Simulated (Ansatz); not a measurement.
# LiF (Griceite, Fm-3m): phonons against volume, part 2 of 4

Aim: how the vibrations of LiF (Griceite) shift with volume, and the expansion that follows.

What experiment has found for this phase:
- volume expansion coefficient 99.6 1e-6/K and heat capacity C_P per formula unit 42 J/mol/K near room temperature (given in “High-Throughput Prediction of Finite-Temperature Properties using the Quasi-Harmonic Approximation”, 2016, arXiv:1603.06924)
- volume expansion coefficient 106.5 1e-6/K near room temperature (given in “Descriptors for thermal expansion in solids”, 2017, arXiv:1701.03966)

Ansatz 0.2.0; DFT LDA, scalar-relativistic, plane waves, PAW.

So far. Step 2 (A first coarse run): The start is under -6.5 GPa at this level and looks like an insulator or semiconductor on this mesh. Step 5 (Relaxing to small residual forces and stress): The residual pressure is -0.0052 GPa, small enough for phonons.

### 6. Phonons, V/V0 1

Phonons at this volume give one point of F(V, T); meshes stay fixed along the series.

The input, input.yaml:

```yaml
crystal:
  lattice:
    - [0.0, 1.9544544194, 1.9544544194]
    - [1.9544544194, 0.0, 1.9544544194]
    - [1.9544544194, 1.9544544194, 0.0]
  atoms:
    - { symbol: Li, position: [0.0, 0.0, 0.0] }
    - { symbol: F, position: [0.5, 0.5, 0.5] }
kpoints:
  mp_grid: { grid: [12, 12, 12] }
hamiltonian:
  xc: lda
scf:
  occupations: { method: fixed }
  lower_state_search: "off"
output:
  eigenvalues: true
phonons:
  method: dfpt
  dielectric: true
  rigid_motions: translations
  qmesh: [4, 4, 4]
  temperatures: { t_max: 1000, t_step: 50 }
  qpath:
    path:
      - [[0.0, 0.0, 0.0], [0.5, 0.0, 0.5], [0.625, 0.25, 0.625]]
      - [[0.375, 0.375, 0.75], [0.0, 0.0, 0.0], [0.5, 0.5, 0.5], [0.5, 0.25, 0.75], [0.5, 0.0, 0.5]]
    npoints: 10
```

Run with:

```console
ansatz run input.yaml --threads 4 --pin off --max-ram 16384MiB --backend cpu --events-out ev --progress --plain --runs-dir out
```

Numbers of over 12 decimals in the logs are rounded to 6 here.

Log:

```text
[...]
Crystal: 2 atoms, lattice volume = 14.932 Å³
Basis set: ecut = 420 eV, 283 PW (Γ), exchange–correlation on 40×40×40 points (8 copies of the dense FFT grid, shifted against one another)
Bands: 9, of which v1, the nominal top of the filled ones, is band 5 counted from 1 (4 counted from 0)
Symmetry: 48 space group operations
k-points: 163 of 1728 (irreducible under 8 space group operations, time reversal used)
[...]
SCF iter   1: F=—  HF=-998.718459 eV  |F-HF|=—  |Δ(HF+E_count)|=         —  Δρ=2.23e-2  dr2=4.96e-2  ethr=1.77e-3  ⟨swp⟩=3.9  Hψ=7997  notcnv=0  defer=293
[...]
SCF iter   7: F=-998.696941 eV  HF=-998.696941 eV  |F-HF|=2.05e-12  |Δ(HF+E_count)|=  2.73e-10  Δρ=2.15e-7  dr2=3.17e-12  ethr=1.00e-12  ⟨swp⟩=5.9  Hψ=6875  notcnv=0
SCF 1 converged in 7 iterations: F = -998.696941 eV  dr2 = 3.17e-12
[...]
NSCF: frozen V_eff on 1 k-points
DFPT response loops at Γ: preconditioner auto → none (the input reference at scf.mixing.eps_inf says where Resta's filter doesn't serve); β = 0.50; Broyden in place of MSR1
[...]
SCF converged after 7 iterations
Free energy (F): -998.696941 eV
[...]
Internal energy: -998.696941 eV  (E = F + TS)
E sigma→0 (E₀):  -998.696941 eV
Fermi energy:    1.350765 eV
[...]
--- Band table (eV; the first three rows and the last of 163) ---
[...]
--- Phonons (Γ-DFPT): 2 representative perturbations + reference, on 163 of 1728 k-points (Σ response iterations 7) ---
  k mesh reduced under 8 symmetry operations, with k and −k counted as one. Each operation leaves every solved perturbation unchanged. A smaller set is not considered because the run solves the response to a homogeneous field
  ASR residual: 8.140e-5 → 0.000e0 eV/Å²; symmetrization residual: 5.575e-7 eV/Å²
  ASR residual per site (eV/Å²): 2.01e-5 8.14e-5
  Γ frequencies (cm⁻¹): 0.00 0.00 0.00 339.20 339.20 339.20
  ε∞ (high-frequency dielectric tensor):
        2.118236    -0.000000    -0.000000
       -0.000000     2.118236    -0.000000
        0.000000     0.000000     2.118236
  ε⁰ (static dielectric tensor: ions relaxed, cell fixed):
        8.219013    -0.000000    -0.000000
       -0.000000     8.219013     0.000000
        0.000000     0.000000     8.219013
  ε⁰ − ε∞ (ionic part):
        6.100776    -0.000000     0.000000
       -0.000000     6.100776     0.000000
        0.000000     0.000000     6.100776
  softest optical mode at Γ: 339.20 cm⁻¹; the repairs (sum rule, projections) moved no ω² at Γ by more than (1.14 cm⁻¹)²
  Born effective charges Z* (e; rows j = field, columns β = displacement):
    site 0:
         1.04054    0.00000    0.00000
        -0.00000    1.04054    0.00000
         0.00000    0.00000    1.04054
    site 1:
        -1.04054   -0.00000    0.00000
         0.00000   -1.04054   -0.00000
         0.00000   -0.00000   -1.04054
  Z* charge neutrality: 9.003e-7 e pre-enforcement
  k-mesh period / interband length: 33.2 Å / 0.79 Å = 42.01 at k = (0.0000, 0.0000, -0.5000), direct gap 11.135 eV — 14 or more, which is no proof of convergence
  optical modes at Γ without the LO–TO term, one row a degenerate level:
      ω (cm⁻¹)  modes    IR ((D/Å)²/amu)
        339.20      3            14.7423
  optical modes at Γ + LO–TO along q̂ = [1.0000, 0.0000, 0.0000]:
      ω (cm⁻¹)  modes    IR ((D/Å)²/amu)
        339.20      2             9.8282
        668.16      1             4.9141
  optical modes at Γ + LO–TO along q̂ = [0.0000, 1.0000, 0.0000]:
      ω (cm⁻¹)  modes    IR ((D/Å)²/amu)
        339.20      2             9.8282
        668.16      1             4.9141
  optical modes at Γ + LO–TO along q̂ = [0.0000, 0.0000, 1.0000]:
      ω (cm⁻¹)  modes    IR ((D/Å)²/amu)
        339.20      2             9.8282
        668.16      1             4.9141
--- Phonons (arbitrary-q DFPT): 8 irreducible q on the 4×4×4 mesh ---
  q = [0.0000, 0.0000, 0.0000] (star 1, of the zone-centre solve; hermiticity 5.18e-7, symmetrization 4.67e-14): -0.00 -0.00 0.00 339.20 339.20 339.20
  q = [0.0000, 0.0000, 0.2500] (star 8, 2 solved perturbations on 936 of 1728 k-point pairs; hermiticity 7.81e-8, symmetrization 1.82e-13): 154.07 154.07 269.06 333.08 333.08 651.42
[...]
q = [0.0000, 0.2500, 0.2500] (star 6, 4 solved perturbations in 1608 linear systems a pass and spin channel, the states on 510 of 1728 k-point pairs; hermiticity 3.35e-8, symmetrization 4.39e-14): 183.32 183.32 279.08 357.87 357.87 577.93
[...]
sum rule: each row above includes the acoustic sum rule's correction from the zone centre's row sums; it moved no ω² by more than (1.08 cm⁻¹)²
  mesh force constants: q→R imaginary residual 1.44e-18; ASR residual 8.140e-5 → 0.000e0 eV/Å²; symmetrization residual 5.329e-15 eV/Å²
  interpolated dispersion: 63 rows × 6 modes
  density of states and harmonic sums: on the 28×28×28 q-mesh, interpolated from the force constants of a 4×4×4 supercell (with the dipole–dipole term)
  largest difference from the sums on the solved wave vectors: F 8.28e-3 eV, S 1.24e-5 and C_V 3.95e-6 eV/K
  zero-point energy: 0.129137 eV/cell   skipped modes (ω ≤ 0): 3   left out of the sums: 2.28e-5 of the cell's modes: C_V's classical limit lies that fraction below 3 k_B per atom; for a crystal, a wire or a layer, F and S can be off by more, and a phonons.interpolated_qmesh denser along its periods is the remedy for the sampling
```

It took 32 s on 4 threads of Arm Neoverse V2, shared host; peak memory 0.81 GiB.

This step gave:

* Γ frequencies: 0, 0, 0, 339.2, 339.2, 339.2 cm⁻¹ (negative: imaginary)
* lowest frequency on the path: 0 cm⁻¹
* zero-point energy: 0.1291 eV/cell
* point group: m-3m
* highest frequency: 668.2 cm⁻¹
* Debye temperature from the second moment: 679 K

LO-TO term included. The phonon branches at the labelled points (cm⁻¹):

| point | branch 1 | branch 2 | branch 3 | branch 4 | branch 5 | branch 6 |
| --- | --- | --- | --- | --- | --- | --- |
| Γ | 0 | 0 | 0 | 339 | 339 | 668 |
| halfway | 183 | 183 | 279 | 358 | 358 | 578 |
| X | 253 | 253 | 376 | 376 | 376 | 482 |
| halfway | 253 | 278 | 371 | 371 | 395 | 474 |
| U | 254 | 325 | 355 | 356 | 443 | 450 |
| jump to K | 254 | 325 | 355 | 356 | 443 | 450 |
| halfway | 183 | 215 | 292 | 317 | 372 | 614 |
| Γ | 0 | 0 | 0 | 339 | 339 | 668 |
| halfway | 154 | 154 | 269 | 333 | 333 | 651 |
| L | 231 | 231 | 317 | 317 | 398 | 625 |
| halfway | 251 | 287 | 339 | 374 | 376 | 543 |
| W | 290 | 334 | 334 | 397 | 425 | 425 |
| halfway | 272 | 282 | 366 | 387 | 390 | 466 |
| X | 253 | 253 | 376 | 376 | 376 | 482 |

The phonon branches as a text plot (rows in cm⁻¹):

```
    654 |***                      ************
    626 |   *                   **            *****
    599 |    **                *                   **
    571 |      *                                     *
    543 |       *            **                       *
    515 |        *          *                          *
    487 |         ******   *                            *      **
    459 |               ***                                 ***
    432 |                ***                             ***
    404 |              **   ***                 ****   ** ****
    376 |        ********      ***             *    **** *    ***
    348 |*********       ******   **********  *     ****** ***
    320 |       *        ** *********       **********  ****
    292 |      *        *    ** *                     ** *****
    264 |            *******   *            *       ** **    ****
    237 |    **  ****       ***  *              *******
    209 |       *              ** **       *  **
    181 |   *  *                **        *  *
    153 |    **                  *          *
    125 |  **                     ***    * *
     97 |                           *     *
     70 | **                        **  **
     42 | *                          *  *
     14 |*                            **
         Γ           X  U|K            Γ         L        W     X
```

Tetrahedra on 28 28 28, mean over bins of 10 cm⁻¹. Table of phonon density of states by wavenumber; read off at these points:

wavenumber (cm⁻¹), phonon density of states (1/cm⁻¹/cell) and a bar:
```
        5     0.0000 
       25     0.0001 
       45     0.0002 
       55     0.0003 
       75     0.0006 
       95     0.0011 #
      115     0.0017 #
      125     0.0021 #
      145     0.0030 ##
      165     0.0043 ###
      185     0.0060 ####
      205     0.0088 ######
      215     0.0109 #######
      235     0.0205 #############
      255     0.0253 ################
      275     0.0137 #########
      295     0.0101 #######
      305     0.0102 #######
      325     0.0354 #######################
      345     0.0398 ##########################
      355     0.0467 ##############################
      365     0.0452 #############################
      375     0.0296 ###################
      395     0.0117 ########
      415     0.0059 ####
      435     0.0014 #
      455     0.0025 ##
      465     0.0041 ###
      485     0.0056 ####
      505     0.0048 ###
      525     0.0048 ###
      545     0.0049 ###
      555     0.0049 ###
      575     0.0051 ###
      595     0.0053 ###
      615     0.0055 ####
      625     0.0051 ###
      645     0.0032 ##
      665     0.0009 #
```

Harmonic. Thermo, by row:

```
T (K)  F_vib (meV/atom)  S (J/mol-atom/K)  C_V (J/mol-atom/K)
    0             64.57                 0                   0
   50             64.54             0.222               0.782
  100             64.04             2.091               5.746
  150              62.1             5.521               11.33
  200             58.25             9.367               15.33
  250             52.42             13.09               17.96
  300             44.73             16.53               19.71
  350             35.34             19.66               20.91
  400              24.4             22.51               21.75
  450             12.05             25.11               22.36
  500             -1.59             27.49               22.81
  550            -16.41             29.68               23.16
  600            -32.33             31.71               23.43
  650            -49.25             33.59               23.64
  700            -67.12             35.35               23.82
  750            -85.87                37               23.95
  800            -105.5             38.55               24.07
  850            -125.8             40.01               24.17
  900            -146.9              41.4               24.25
  950            -168.7             42.71               24.32
 1000            -191.2             43.96               24.38
```

Phonopy on the run's constants, 21x21x21 mesh, Gaussian sigma 5.1 cm⁻¹. Modes against wavenumber; read off at these points; values in 1/cm⁻¹/cell:

```csv
wavenumber (cm⁻¹),F,Li
0.0,2.0e-5,1.0e-5
20.0,7.5e-6,0
40.0,1.2e-4,4.0e-5
60.0,4.5e-4,1.6e-4
80.0,5.3e-4,1.8e-4
100.0,9.3e-4,3.1e-4
120.0,0.00151,4.7e-4
140.0,0.00232,6.9e-4
160.0,0.00273,7.5e-4
180.0,0.00414,0.00105
200.0,0.00628,0.00133
220.0,0.0114,0.00175
240.0,0.0204,0.00188
248.1,0.0225,0.00203
260.0,0.0191,0.00170
280.0,0.0120,9.6e-4
300.0,0.0097,8.1e-4
320.0,0.0105,0.0161
340.0,0.0128,0.0236
354.9,0.0222,0.0243
360.0,0.0225,0.0240
380.0,0.00827,0.0161
400.0,0.00109,0.00858
420.0,5.5e-5,0.00457
440.0,0,0.00133
460.0,3.2e-5,0.00312
480.0,1.5e-4,0.00533
500.0,2.2e-4,0.00479
520.0,2.9e-4,0.00473
540.0,3.4e-4,0.00414
560.0,4.2e-4,0.00426
580.0,5.0e-4,0.00459
600.0,5.9e-4,0.00477
620.0,6.8e-4,0.00465
640.0,7.0e-4,0.00290
660.0,4.2e-4,0.00131
680.0,0,9.3e-6
```

Born charge (rows field, columns displacement) (e), principal values of the symmetric part by kind of site:

| atom | atoms with these values | low | middle | high | mean |
| --- | --- | --- | --- | --- | --- |
| Li1 | 1 | 1.04 | 1.04 | 1.04 | 1.04 |
| F2 | 1 | -1.04 | -1.04 | -1.04 | -1.04 |

In full for Li1:

```
1.04 0.00 0.00
0.00 1.04 0.00
0.00 0.00 1.04
```

ε∞:

```
2.12 0.00 0.00
0.00 2.12 0.00
0.00 0.00 2.12
```

No LO-TO term. The modes at Γ (shares of kinetic energy by element, %):

```csv
mode,frequency (cm⁻¹),symmetry,Li %,F %
1,0.0,T1u,27,73
2,0.0,T1u,27,73
3,0.0,T1u,27,73
4,339.2,T1u,73,27
5,339.2,T1u,73,27
6,339.2,T1u,73,27
```

Displacements in mode 6 (339.2 cm⁻¹), the largest set to 1:
```
Li1  0.44 -0.07  1.00
F2  -0.16  0.03 -0.37
```

No mode is imaginary beyond numerical noise at the solved wavevectors.

### 7. Single point at a scaled cell, V/V0 1.015

Symmetry fixes every atom, so a single point at the scaled cell gives the energy and pressure of this member.

input.yaml, the sections that differ from step 6:

```yaml
crystal:
  lattice:
    - [0.0, 1.9641782333, 1.9641782333]
    - [1.9641782333, 0.0, 1.9641782333]
    - [1.9641782333, 1.9641782333, 0.0]
  atoms:
    - { symbol: Li, position: [0.0, 0.0, 0.0] }
    - { symbol: F, position: [0.5, 0.5, 0.5] }
output:
  forces: true
  stress: true
  eigenvalues: true
# kpoints, hamiltonian, scf: as in step 6
# phonons: removed
```

Log:

```text
[...]
Crystal: 2 atoms, lattice volume = 15.156 Å³
Basis set: ecut = 420 eV, 307 PW (Γ)
Bands: 9, of which v1, the nominal top of the filled ones, is band 5 counted from 1 (4 counted from 0)
Symmetry: 48 space group operations
[...]
k-points: 72 of 1728
[...]
SCF iter   1: F=—  HF=-998.717534 eV  |F-HF|=—  |Δ(HF+E_count)|=         —  Δρ=2.24e-2  dr2=5.10e-2  ethr=1.77e-3  ⟨swp⟩=3.8  Hψ=3496  notcnv=0  defer=124
[...]
SCF iter   6: F=-998.696171 eV  HF=-998.696171 eV  |F-HF|=1.32e-10  |Δ(HF+E_count)|=   8.58e-8  Δρ=1.54e-6  dr2=2.04e-10  ethr=1.00e-9  ⟨swp⟩=4.6  Hψ=2702  notcnv=0
SCF 1 converged in 6 iterations: F = -998.696171 eV  dr2 = 2.04e-10
[...]
SCF converged after 6 iterations
Free energy (F): -998.696171 eV
[...]
Internal energy: -998.696171 eV  (E = F + TS)
E sigma→0 (E₀):  -998.696171 eV
Fermi energy:    1.216911 eV
[...]
--- Stress (GPa, compression-positive) ---
       -1.255314       0.000000      -0.000000
       -0.000000      -1.255314       0.000000
       -0.000000      -0.000000      -1.255314
  P = ⅓ Tr σ = -1.2553 GPa (-12.553 kbar)
--- Band table (eV; the first three rows and the last of 72) ---
[...]
```

Wall time 0.76 s (4 threads); peak memory 0.25 GiB.

Numbers from this step:

| Property | Result |
| --- | --- |
| pressure | -1.255 GPa |
| gap on the k-mesh | 9.549 eV |
| volume per atom | 7.578 Å³/atom |

At this level the gap is 9.55 eV on the k-mesh of the self-consistent run, which can miss the band edges.

### 8. Lattice dynamics at this volume, V/V0 1.015

The same q-mesh and k-mesh are kept at every volume, so that much of their error can cancel in the differences.

input.yaml, the sections that differ from step 7:

```yaml
output:
  eigenvalues: true
phonons:
  method: dfpt
  dielectric: true
  rigid_motions: translations
  qmesh: [4, 4, 4]
  temperatures: { t_max: 1000, t_step: 50 }
  qpath:
    path:
      - [[0.0, 0.0, 0.0], [0.5, 0.0, 0.5], [0.625, 0.25, 0.625]]
      - [[0.375, 0.375, 0.75], [0.0, 0.0, 0.0], [0.5, 0.5, 0.5], [0.5, 0.25, 0.75], [0.5, 0.0, 0.5]]
    npoints: 10
# crystal, kpoints, hamiltonian, scf: as in step 7
```

Log:

```text
[...]
Crystal: 2 atoms, lattice volume = 15.156 Å³
Basis set: ecut = 420 eV, 307 PW (Γ), exchange–correlation on 40×40×40 points (8 copies of the dense FFT grid, shifted against one another)
Bands: 9, of which v1, the nominal top of the filled ones, is band 5 counted from 1 (4 counted from 0)
Symmetry: 48 space group operations
k-points: 163 of 1728 (irreducible under 8 space group operations, time reversal used)
[...]
optical modes at Γ + LO–TO along q̂ = [0.0000, 1.0000, 0.0000]:
      ω (cm⁻¹)  modes    IR ((D/Å)²/amu)
        325.97      2             9.8593
        659.14      1             4.9297
  optical modes at Γ + LO–TO along q̂ = [0.0000, 0.0000, 1.0000]:
      ω (cm⁻¹)  modes    IR ((D/Å)²/amu)
        325.97      2             9.8593
        659.14      1             4.9297
--- Phonons (arbitrary-q DFPT): 8 irreducible q on the 4×4×4 mesh ---
[...]
interpolated dispersion: 63 rows × 6 modes
[...]
[key lines of the parts left out:]
SCF converged after 7 iterations
Free energy (F): -998.696172 eV
Fermi energy:    1.216895 eV
```

It took 32 s on 4 threads; peak memory 0.82 GiB.

No mode is imaginary beyond numerical noise at the solved wavevectors. The highest zone-centre mode (no LO–TO term) moved by -3.9 % for a volume change of +1.5 %.

### 9. A cell at another volume, V/V0 0.985

Symmetry fixes every atom, so a single point at the scaled cell gives the energy and pressure of this member.

input.yaml, the sections that differ from step 8:

```yaml
crystal:
  lattice:
    - [0.0, 1.9446328746, 1.9446328746]
    - [1.9446328746, 0.0, 1.9446328746]
    - [1.9446328746, 1.9446328746, 0.0]
  atoms:
    - { symbol: Li, position: [0.0, 0.0, 0.0] }
    - { symbol: F, position: [0.5, 0.5, 0.5] }
output:
  forces: true
  stress: true
  eigenvalues: true
# kpoints, hamiltonian, scf: as in step 8
# phonons: removed
```

Log:

```text
[...]
Crystal: 2 atoms, lattice volume = 14.708 Å³
Basis set: ecut = 420 eV, 283 PW (Γ)
Bands: 9, of which v1, the nominal top of the filled ones, is band 5 counted from 1 (4 counted from 0)
Symmetry: 48 space group operations
[...]
k-points: 72 of 1728
[...]
Free energy (F): -998.695977 eV
[...]
Internal energy: -998.695977 eV  (E = F + TS)
E sigma→0 (E₀):  -998.695977 eV
Fermi energy:    1.488692 eV
[...]
--- Stress (GPa, compression-positive) ---
        1.350475      -0.000000      -0.000000
       -0.000000       1.350475       0.000000
        0.000000       0.000000       1.350475
  P = ⅓ Tr σ = 1.3505 GPa (13.505 kbar)
--- Band table (eV; the first three rows and the last of 72) ---
[...]
[key lines of the parts left out:]
SCF converged after 6 iterations
```

Elapsed: 0.27 s, on 4 threads; peak memory 0.25 GiB; 0.67 s of CPU time.

The run ends at a pressure of 1.35 GPa.

(Continued in part 3 of 4.)

[Logs are printed without paths, hosts, clocks, repeated set-up lines and the standing remarks that a program may print on its own settings, such as how far it seeks lower states.]

[Hosts, paths, dates, database ids (printed as entryN), source tags and the programs' standing remarks are cut or masked in the printed files.]

[A step with changed settings may run another functional than the one named; its input shows which.]

[Of the runs on displaced cells, only some may be shown.]
